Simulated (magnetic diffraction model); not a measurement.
# Yb3Ni6Pb2 below its ordering temperature

Space group Im-3m (no. 229), a = 9.3160 Å.

```
site  atom       x       y       z
  8c    Pb     1/4     1/4     1/4
 12e    Yb  0.7100       0       0
 24h    Ni     1/2  0.1660  0.1660
```

The compound is invented for this exercise: a known structure type with other elements, its cell scaled to their sizes and not relaxed.

Only Yb is taken to order (form factors of Yb3+); orders and moment sizes are assumed, and not adapted to the symmetry. Radiation: neutrons of λ = 2.52 Å, 3° to 100°; isotropic B of 0.47 Å² (Pb), 0.4 Å² (Yb) and 0.66 Å² (Ni). The intensities are simulated: I ∝ L Σ (|F_N|² + |F_M⊥|²) for unpolarised neutrons, with F_M = 2.695 fm/μB × Σ f(s) S exp(2πi Q·r) exp(−B s²) at Q = H ± k (one set where k and −k are equivalent), only the part normal to Q counting and L = 1/(sin²θ cos θ). For collinear order S is the moment m, which repeats by lattice and centring translations R with the sign exp(−2πi k·R). Form factors are spin-only for 3d ions and dipole or tabulated for f ions, scattering lengths are Sears's of 1992, and absorption is left out. A label names one of the reflections at its angle. The strongest nuclear line in the range is 100, and lines under 0.2 are left out.

Above the ordering temperature:

```tsv
2θ (°)	index	I
22.05	(1 1 0)	7.7
31.39	(2 0 0)	0.5
44.98	(2 2 0)	0.8
50.64	(3 1 0)	12.0
55.88	(2 2 2)	14.5
60.80	(3 2 1)	24.3
65.50	(4 0 0)	15.6
70.03	(4 1 1)	100.0
74.44	(4 2 0)	14.1
78.75	(3 3 2)	0.8
83.00	(4 2 2)	6.5
87.20	(5 1 0)	5.8
95.60	(5 2 1)	4.1
99.83	(4 4 0)	6.7
```

Below it (cell unchanged):

```csv
2θ (°),I
10.98,8.6
22.05,7.7
24.70,1.1
29.31,2.6
31.39,0.5
33.35,3.6
40.34,1.4
43.48,2.2
44.98,0.8
46.45,1.3
49.27,0.4
50.64,12.0
51.99,0.5
54.60,1.3
55.88,14.5
57.13,1.9
59.60,0.4
60.80,24.3
64.35,1.6
65.50,15.6
66.65,1.8
68.92,0.3
70.03,100.0
71.15,0.7
74.44,14.1
75.52,0.6
77.68,0.4
78.75,0.8
79.81,0.6
81.94,0.5
83.00,6.5
84.05,1.4
87.20,5.8
88.25,0.3
90.35,1.5
92.45,0.7
```
(The table stops after 36 lines; 5 more lie at higher angle.)

**Question.** Check that the new lines index with k = (1/2 0 1/2), then choose among these models:
A. collinear moments along [010], 3.4 μB on Yb; signs + at (0.7100, 0, 0), + at (0, 0.7100, 0), + at (0, 0, 0.2900), + at (0.2900, 0, 0), + at (0, 0.2900, 0), + at (0, 0, 0.7100)
B. collinear moments along [010], 3.4 μB on Yb; signs + at (0.7100, 0, 0), + at (0, 0.7100, 0), + at (0, 0, 0.2900), − at (0.2900, 0, 0), − at (0, 0.2900, 0), + at (0, 0, 0.7100)
C. collinear moments along [001], 3.4 μB on Yb; signs + at (0.7100, 0, 0), + at (0, 0.7100, 0), + at (0, 0, 0.2900), + at (0.2900, 0, 0), + at (0, 0.2900, 0), + at (0, 0, 0.7100)
D. collinear moments along [001], 3.4 μB on Yb; signs + at (0.7100, 0, 0), + at (0, 0.7100, 0), + at (0, 0, 0.2900), − at (0.2900, 0, 0), − at (0, 0.2900, 0), + at (0, 0, 0.7100)

The new lines index as (1/2 0 1/2) at 10.98°, (3/2 0 -1/2) at 24.70°, (3/2 1 1/2) at 29.31° and (3/2 0 3/2) at 33.35°, that is as H ± k with k = (1/2 0 1/2), one of 6 inequivalent arms of its star (k and −k counted as one), which a powder can't tell apart. Half indices mean that the moments reverse under translations with k·R a half-integer, and the magnetic cell has twice the primitive volume.

Magnetic intensity, observed (below minus above) and for each model:

| 2θ (°) | index | observed | A | B | C | D |
| --- | --- | --- | --- | --- | --- | --- |
| 10.98 | (1/2 0 1/2) | 8.6 | 17.2 | 4.9 | 8.6 | 2.5 |
| 19.07 | (1/2 1 -1/2) | <0.2 | <0.2 | 2.1 | <0.2 | 5.2 |
| 33.35 | (3/2 0 3/2) | 3.6 | 1.2 | 0.7 | 3.6 | 1.5 |
| 36.99 | (3/2 1 -3/2) | <0.2 | <0.2 | 1.3 | <0.2 | 1.0 |
| 43.48 | (5/2 1 -1/2) | 2.2 | 3.4 | 2.0 | 2.2 | 1.2 |
| 49.27 | (5/2 1 3/2) | 0.4 | 0.4 | 1.7 | 0.4 | 1.5 |
| 57.13 | (5/2 0 5/2) | 1.9 | 2.6 | 1.1 | 1.9 | 0.8 |
| 59.60 | (7/2 1 1/2) | 0.4 | 0.6 | 1.9 | 0.4 | 1.6 |

Model C matches.

The structure used: k = (1/2 0 1/2), collinear moments along [001], 3.4 μB on Yb; signs + at (0.7100, 0, 0), + at (0, 0.7100, 0), + at (0, 0, 0.2900), + at (0.2900, 0, 0), + at (0, 0.2900, 0), + at (0, 0, 0.7100).

[Logs are printed without paths, hosts, clocks, repeated set-up lines and the standing remarks that a program may print on its own settings, such as how far it seeks lower states.]
